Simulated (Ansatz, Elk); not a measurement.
**How far do independent atoms describe Hf2MnBi3?**

The structure of Hf2MnBi3 used here is made up (a known structure type with other elements) and was relaxed beforehand with PBE. The aim is the Fourier transform of its all-electron density, F(hkl), set beside the sum over free spherical atoms that refinements use.

Method: DFT, PBE, all-electron APW+lo, Dirac cores, scalar-relativistic bands, static density, ferromagnetic start, in Elk 11.2.3 (patched build).

This account leaves out most program logs.

The structure was built from a prototype and need not be the compound's stable phase.

## 1. The starting structure

The structure is tetragonal, space group P-4m2 (No. 115). The conventional cell has a = 4.095 Å, b = 4.095 Å, c = 8.757 Å, α = 90.00°, β = 90.00°, γ = 90.00°. Bi has 4 Mn at 2.90 Å and 4 Hf at 3.07 Å nearest. Bi has 5 Hf at 3.06 to 3.21 Å nearest. Nearest to Hf lie 7 Bi at 3.06 to 3.21 Å and 2 Mn at 3.07 Å. Mn has 4 Bi at 2.90 Å and 4 Hf at 3.07 Å nearest. Farther neighbours are not listed.

## 2. Ground state and structure factors

An all-electron density is needed, since X-rays see the cores too. Task 0 finds the density and task 195 Fourier-transforms it; tshift is off so that phases refer to the origin typed.

elk.in reads:

```
tasks
  0
  195
  196

xctype
  20

spinpol
  .true.

rgkmax
  7.0

gmaxvr
  14.0

lmaxo
  7

lmaxapw
  8

swidth
  0.002

tshift
  .false.

ramdisk
  .false.

hmaxvr
  5.5

maxscl
  120

epspot
  1e-06

reducebf
  0.8

sppath
  './'

avec
  7.73862129614 0.00000000000 0.00000000000
  0.00000000000 7.73862129614 0.00000000000
  0.00000000000 0.00000000000 16.54882053021

atoms
  3
  'Bi.in'
  3
  -0.0000000000 0.0000000000 -0.0000000000   0.000000 0.000000 0.000000
  0.0000000000 0.5000000000 0.6276201067   0.000000 0.000000 0.000000
  0.5000000000 0.0000000000 0.3723798933   0.000000 0.000000 0.000000
  'Hf.in'
  2
  0.0000000000 0.5000000000 0.2609885113   0.000000 0.000000 0.000000
  0.5000000000 0.0000000000 0.7390114887   0.000000 0.000000 0.000000
  'Mn.in'
  1
  0.5000000000 0.5000000000 -0.0000000000   0.000000 0.000000 -0.190000

ngridk
  5 5 3
```

On the command line:

```
$ OMP_NUM_THREADS=4 elk
```

Wall time 7.8 min (4 threads of Arm Neoverse V2, shared host); peak memory 0.71 GiB; 28 min of CPU time.

SFACRHO.OUT:

```text

h k l indices transformed by vhmat matrix:
   1.000000000       0.000000000       0.000000000    
   0.000000000       1.000000000       0.000000000    
   0.000000000       0.000000000       1.000000000    

      h      k      l  multipl.   |H|            Re(F)            Im(F)           |F|

      0      0      0      1   0.0000000       418.00000      0.34547322E-16   418.00000    
      0      0      1      2  0.37967572      -17.316469      0.13765064E-13   17.316469    
      0      0      2      2  0.75935143      -37.980048      0.30936568E-13   37.980048    
     -1      0      0      4  0.81192567       54.698350     -0.19541134E-13   54.698350    
     -1      0      1      4  0.89631298       54.151153       21.699796       58.337197    
      1      0     -1      4  0.89631298       54.151153      -21.699796       58.337197    
     -1      0      2      4   1.1116825       52.720308       128.44461       138.84326    
      0     -1      2      4   1.1116825       52.720308      -128.44461       138.84326    
      0      0      3      2   1.1390272       225.88431     -0.31079974E-16   225.88431    
     -1      1      0      4   1.1482363      -177.56737      0.12308650E-14   177.56737    
     -1     -1     -1      8   1.2093801       199.47177      0.39123871E-13   199.47177    
      1      1      2      8   1.3766122       212.02083     -0.35503251E-13   212.02083    
      0      1      3      4   1.3987874       50.696144       210.27204       216.29709    
     -1      0      3      4   1.3987874       50.696144      -210.27204       216.29709    
      0      0     -4      2   1.5187029       63.389019     -0.10248621E-13   63.389019    
      1      1     -3      8   1.6173526      -38.389796      0.94820447E-14   38.389796    
      0     -2      0      4   1.6238513       332.51332      0.34874248E-13   332.51332    
     -2      0      1      4   1.6676471      -16.464968     -0.24195523E-01   16.464985
```

Elk indexes on the primitive cell of elk.in and gives |H| = 4π sin θ/λ in inverse bohr. Below, one row stands for each form hkl of the conventional cell (m members, Friedel mates merged), F is for one primitive cell and the density is static (no thermal factor). Free-atom factors are Waasmaier and Kirfel's, and R is Σm||F|−|F'||/Σm|F|.

| hkl | m | sin θ/λ (Å⁻¹) | abs F, DFT | neutral atoms | diff. | abs of complex diff. |
| --- | --- | --- | --- | --- | --- | --- |
| 001 | 2 | 0.057 | 17.317 | 17.414 | -0.097 | 0.097 |
| 002 | 2 | 0.114 | 37.980 | 38.020 | -0.040 | 0.040 |
| 100 | 4 | 0.122 | 54.698 | 54.893 | -0.195 | 0.195 |
| 101 | 8 | 0.135 | 58.337 | 58.493 | -0.155 | 0.166 |
| 102 | 8 | 0.167 | 138.844 | 138.822 | +0.022 | 0.074 |
| 003 | 2 | 0.171 | 225.884 | 226.012 | -0.128 | 0.128 |
| 110 | 4 | 0.173 | 177.567 | 177.964 | -0.397 | 0.397 |
| 111 | 8 | 0.182 | 199.472 | 199.622 | -0.150 | 0.150 |
| 112 | 8 | 0.207 | 212.021 | 212.612 | -0.591 | 0.591 |
| 103 | 8 | 0.210 | 216.297 | 216.877 | -0.580 | 0.597 |
| 004 | 2 | 0.228 | 63.389 | 63.850 | -0.461 | 0.461 |
| 113 | 8 | 0.243 | 38.390 | 38.425 | -0.035 | 0.035 |
| 200 | 4 | 0.244 | 332.513 | 333.250 | -0.737 | 0.737 |
| 201 | 8 | 0.251 | 16.465 | 16.425 | +0.040 | 0.047 |
| 104 | 8 | 0.259 | 53.334 | 53.353 | -0.019 | 0.034 |
| 202 | 8 | 0.270 | 33.821 | 34.027 | -0.206 | 0.208 |
| 210 | 8 | 0.273 | 47.814 | 47.800 | +0.014 | 0.014 |
| 211 | 16 | 0.279 | 51.068 | 51.112 | -0.044 | 0.121 |
| 005 | 2 | 0.285 | 124.305 | 124.586 | -0.281 | 0.281 |
| 114 | 8 | 0.286 | 100.460 | 100.402 | +0.058 | 0.058 |
| 212 | 16 | 0.296 | 119.808 | 119.913 | -0.105 | 0.116 |
| 203 | 8 | 0.298 | 193.166 | 193.409 | -0.243 | 0.244 |

## 3. The magnetisation density

The same run holds the spin density, and task 196 transforms it. The order is that of the start, and no other was tried.

SFACMAG_1.OUT:

```text

h k l indices transformed by vhmat matrix:
   1.000000000       0.000000000       0.000000000    
   0.000000000       1.000000000       0.000000000    
   0.000000000       0.000000000       1.000000000    

      h      k      l  multipl.   |H|            Re(F)            Im(F)           |F|

      0      0      0      1   0.0000000       3.7000295      0.79007309E-17   3.7000295    
      0      0      1      2  0.37967572       3.6457548      0.73053919E-17   3.6457548    
      0      0      2      2  0.75935143       3.5190394     -0.79516567E-17   3.5190394    
     -1      0      0      4  0.81192567      -3.1375499     -0.37256284E-15   3.1375499    
     -1      0      1      4  0.89631298      -3.0991172     -0.20395808       3.1058213    
      1      0     -1      4  0.89631298      -3.0991172      0.20395808       3.1058213    
     -1      0      2      4   1.1116825      -2.8576860     -0.25137720E-01   2.8577965    
      0     -1      2      4   1.1116825      -2.8576860      0.25137720E-01   2.8577965    
      0      0      3      2   1.1390272       2.8414568     -0.90556889E-16   2.8414568    
     -1      1      0      4   1.1482363       2.8073929      0.18497515E-15   2.8073929    
     -1     -1     -1      8   1.2093801       2.6370205      0.59872561E-15   2.6370205    
      1      1      2      8   1.3766122       2.3132865     -0.54096758E-15   2.3132865    
      0      1      3      4   1.3987874      -2.3977055      0.17625740E-01   2.3977703    
     -1      0      3      4   1.3987874      -2.3977055     -0.17625740E-01   2.3977703    
      0      0     -4      2   1.5187029       2.2134123      0.43938215E-16   2.2134123    
      1      1     -3      8   1.6173526       2.0046345     -0.47499733E-15   2.0046345
```

The total moment is 3.70 μB a cell; sphere moments: Bi1 +0.01, Bi2 +0.04, Bi3 +0.04, Hf4 -0.12, Hf5 -0.12, Mn6 +3.71 μB. Polarised neutrons measure spin and orbital magnetisation together; without spin-orbit coupling the run gives the spin part:

| hkl | sin θ/λ (Å⁻¹) | abs F_M (μB) |
| --- | --- | --- |
| 001 | 0.057 | 3.646 |
| 002 | 0.114 | 3.519 |
| 100 | 0.122 | 3.138 |
| 101 | 0.135 | 3.106 |
| 102 | 0.167 | 2.858 |
| 003 | 0.171 | 2.841 |
| 110 | 0.173 | 2.807 |
| 111 | 0.182 | 2.637 |
| 112 | 0.207 | 2.313 |
| 103 | 0.210 | 2.398 |
| 004 | 0.228 | 2.213 |
| 113 | 0.243 | 2.005 |
| 200 | 0.244 | 1.957 |
| 201 | 0.251 | 1.929 |

## 4. The highest occupied states alone

An energy window below the Fermi level keeps the highest occupied states, to see at which angles they scatter; shallow core shells can lie inside it and anion s states outside. No new self-consistency is needed.

elk.in: that of step 2 with these lines changed.

```diff
@@ -1,5 +1,3 @@
 tasks
-  0
   195
-  196
 
@@ -44,2 +42,5 @@
 
+wsfac
+  -0.266050 0.585190
+
 sppath
```

On the command line:

```
$ OMP_NUM_THREADS=4 elk
```

It took 26 s on 4 threads; peak memory 0.42 GiB.

States within 15 eV below the Fermi level hold 58.00 electrons; any levels below the window count with the cores. Their amplitudes can exceed the total, where window and core parts have opposite phase:

| hkl | sin θ/λ (Å⁻¹) | abs F, window | abs F, all |
| --- | --- | --- | --- |
| 001 | 0.057 | 2.428 | 17.317 |
| 002 | 0.114 | 22.198 | 37.980 |
| 100 | 0.122 | 2.770 | 54.698 |
| 101 | 0.135 | 25.687 | 58.337 |
| 102 | 0.167 | 3.271 | 138.844 |
| 003 | 0.171 | 10.876 | 225.884 |
| 110 | 0.173 | 22.571 | 177.567 |
| 111 | 0.182 | 6.603 | 199.472 |
| 112 | 0.207 | 26.562 | 212.021 |
| 103 | 0.210 | 23.281 | 216.297 |

## 5. Another functional

The difference from free atoms is small, so it is set against the change that PBEsol makes.

elk.in: that of step 4 with these lines changed.

```diff
@@ -1,6 +1,8 @@
 tasks
+  0
   195
+  196
 
 xctype
-  20
+  22
 
@@ -42,5 +44,2 @@
 
-wsfac
-  -0.266050 0.585190
-
 sppath
```

On the command line:

```
$ OMP_NUM_THREADS=4 elk
```

Wall time 7.7 min (4 threads); peak memory 0.72 GiB.

Against the first run R = 0.01 %; the largest change is -0.032 at 220. The moment goes from 3.70 to 3.77 μB.

## 6. Basis size

The basis and the expansions that go with it are enlarged, to see whether the differences are converged.

elk.in: that of step 5 with these lines changed.

```diff
@@ -6,3 +6,3 @@
 xctype
-  22
+  20
 
@@ -12,12 +12,12 @@
 rgkmax
-  7.0
+  8.5
 
 gmaxvr
-  14.0
+  18.0
 
 lmaxo
-  7
+  9
 
 lmaxapw
-  8
+  10
```

On the command line:

```
$ OMP_NUM_THREADS=4 elk
```

Elapsed: 7.6 min, on 4 threads; peak memory 1.2 GiB.

The run was cut off at its time limit.

## 7. Settings against the effect

| run | R against the first run (%) | R against neutral atoms, low angle (%) | wall time |
| --- | --- | --- | --- |
| PBE, rgkmax 7 | 0.00 | 0.16 | 7.8 min |
| PBEsol | 0.01 | 0.16 | 7.7 min |

## 8. Outcome

| Item | Value |
| --- | --- |
| R against neutral atoms, sin θ/λ < 0.3 Å⁻¹ | 0.16 % |
| R against neutral atoms, 0.3 to 0.67 Å⁻¹ | 0.11 % |

What this shows: Independent neutral atoms miss the calculated amplitudes by R = 0.16 % below 0.3 Å⁻¹ and 0.11 % from there to 0.67 Å⁻¹; by shells, 0.29 % below 0.15 Å⁻¹ (4 forms), 0.16 % 0.15 to 0.3 (18 forms), 0.07 % 0.3 to 0.45 (33 forms), 0.12 % above 0.45 (94 forms). Bonding, aspherical density and the tables' own atoms all enter these figures, and the runs don't part them. The largest change of an amplitude is -0.74 electrons, at 200. R counts amplitudes alone; phases shift too. The magnetic order is that of the start. No other order was tried here, and an antiferromagnetic one would change or move the magnetic intensity. The window's part falls from 58.0 electrons at the origin to at most 12.77 between 0.45 and 0.67 Å⁻¹, where compact states inside the window still scatter. The window holds more than the 30 outer electrons of the free atoms, so shallow core shells lie inside it. Below 0.3 Å⁻¹ the changes that finished (PBEsol) move F by R = 0.01 % at most, against the 0.16 % that separates it from free atoms. The magnetic factors move by R = 0.3 % (PBEsol). The basis has no finished test. The k-mesh has no finished test. Spin-orbit coupling is left out, which can matter for elements this heavy. Part of the difference isn't bonding: the tables are fits to free atoms and ions calculated by other methods than this functional. Thermal motion, anomalous dispersion and extinction are left out.

[Logs are printed without paths, hosts, clocks, repeated set-up lines and the standing remarks that a program may print on its own settings, such as how far it seeks lower states.]

[Hosts, paths, dates, database ids (printed as entryN), source tags and the programs' standing remarks are cut or masked in the printed files.]
